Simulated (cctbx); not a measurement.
# Accept or mend?

Cell a = 5.2700 Å, b = 5.2700 Å, c = 17.3280 Å, α = 90.00°, β = 90.00°, γ = 120.00°; space group P6_3/mmc (no. 194).

The data are simulated with cctbx, not measured: Mo Kα, λ = 0.71073 Å, to d = 0.75 Å, 80 % of the full sphere, strongest reflection 5000 counts, noise from counting, a 2 % proportional error and a noise floor of 8 counts (s.d.); no absorption, and some extinction, which the refinements don't model.

An anisotropic refinement with weights 1/σ² prints:

```text
Rint 0.053, 238 unique reflections to 0.75 A
cycle     R1     wR2    GooF  max shift (A)
   1  0.0414  0.0791   3.385   0.00144
   2  0.0222  0.0448   1.915   0.00000
final R1 0.0222 wR2 0.0448 GooF 1.915  parameters 17  data/parameter 14.0
atom        x        y        z      Ueq    occ   su(xyz)  su(Uiso or U11)
Er1    0.33333  0.66667  0.75000   0.0046  1.000  0.00000  0.0003
Nd1    0.66667  0.33333  0.04369   0.0034  1.000  0.00004  0.0003
Ni1    0.33333  0.66667  0.25000   0.0077  1.000  0.00000  0.0009
Fe1    0.83178  0.16822  0.62567   0.0003  1.000  0.00016  0.0004  NPD
Al1    0.00000  0.00000  0.50000   0.0104  1.000  0.00000  0.0024
Mg1    0.00000  0.00000  0.25000   0.0082  1.000  0.00000  0.0025
difference map: max 2.44 min -3.53 rms 0.56
Q1    0.1830  0.3659  0.1123   12    2.48  0.27 A from Fe1
Q2    0.3333  0.6667  0.0781    4    1.90  1.72 A from Fe1
Q3    0.2585  0.5171  0.2500    6    1.84  0.68 A from Ni1
Q4    0.0688  0.1376  0.0260   12    1.76  0.77 A from Al1
Q5    0.1920  0.5960  0.1177   12    1.72  1.32 A from Fe1
Q6    0.0636  0.1271  0.0673   12    1.66  1.30 A from Al1
```

Q: Accept it or mend it, and why?

Mend it. The fault: wrong element: Fe1 is Ni. Against the right model at the same level, R1 goes from 0.0140 to 0.0222 and GooF from 1.26 to 1.92, U of Fe1 shrinks from 0.0042 to 0.0003 Å² and Fe1 goes non-positive-definite. Fe1 has 2 electrons too few and its U shrinks to make up, as expected (near an absorption edge f′ can widen the mismatch well beyond the difference in Z).

The compound is Nd2ErMgAlNi7. The right model at the same level gives:

```text
Rint 0.053, 238 unique reflections to 0.75 A
cycle     R1     wR2    GooF  max shift (A)
   1  0.0158  0.0334   1.428   0.00053
   2  0.0140  0.0295   1.263   0.00000
final R1 0.0140 wR2 0.0295 GooF 1.263  parameters 17  data/parameter 14.0
atom        x        y        z      Ueq    occ   su(xyz)  su(Uiso or U11)
Er1    0.33333  0.66667  0.75000   0.0035  1.000  0.00000  0.0002
Nd1    0.66667  0.33333  0.04369   0.0023  1.000  0.00003  0.0002
Ni1    0.33333  0.66667  0.25000   0.0064  1.000  0.00000  0.0006
Ni2    0.83178  0.16822  0.62562   0.0042  1.000  0.00011  0.0003
Al1    0.00000  0.00000  0.50000   0.0094  1.000  0.00000  0.0016
Mg1    0.00000  0.00000  0.25000   0.0074  1.000  0.00000  0.0017
difference map: max 2.20 min -3.02 rms 0.47
Q1    0.0684  0.1367  0.0305   12    2.20  0.82 A from Al1
Q2    0.3333  0.6667  0.0739    4    1.95  1.75 A from Ni2
Q3    0.2598  0.5195  0.2500    6    1.68  0.67 A from Ni1
Q4    0.1518  0.5759  0.7500    6    1.57  0.83 A from Er1
Q5    0.1127  0.2253  0.6134   12    1.55  1.37 A from Ni2
Q6    0.1953  0.3906  0.7500    6    1.54  1.26 A from Er1
```

The model was made for the exercise: a known structure type with other elements put in, its volume estimated, not relaxed; displacement parameters are assumed.

[Middle refinement cycles are left out of these outputs.]

[Logs are printed without paths, hosts, clocks, repeated set-up lines and the standing remarks that a program may print on its own settings, such as how far it seeks lower states.]
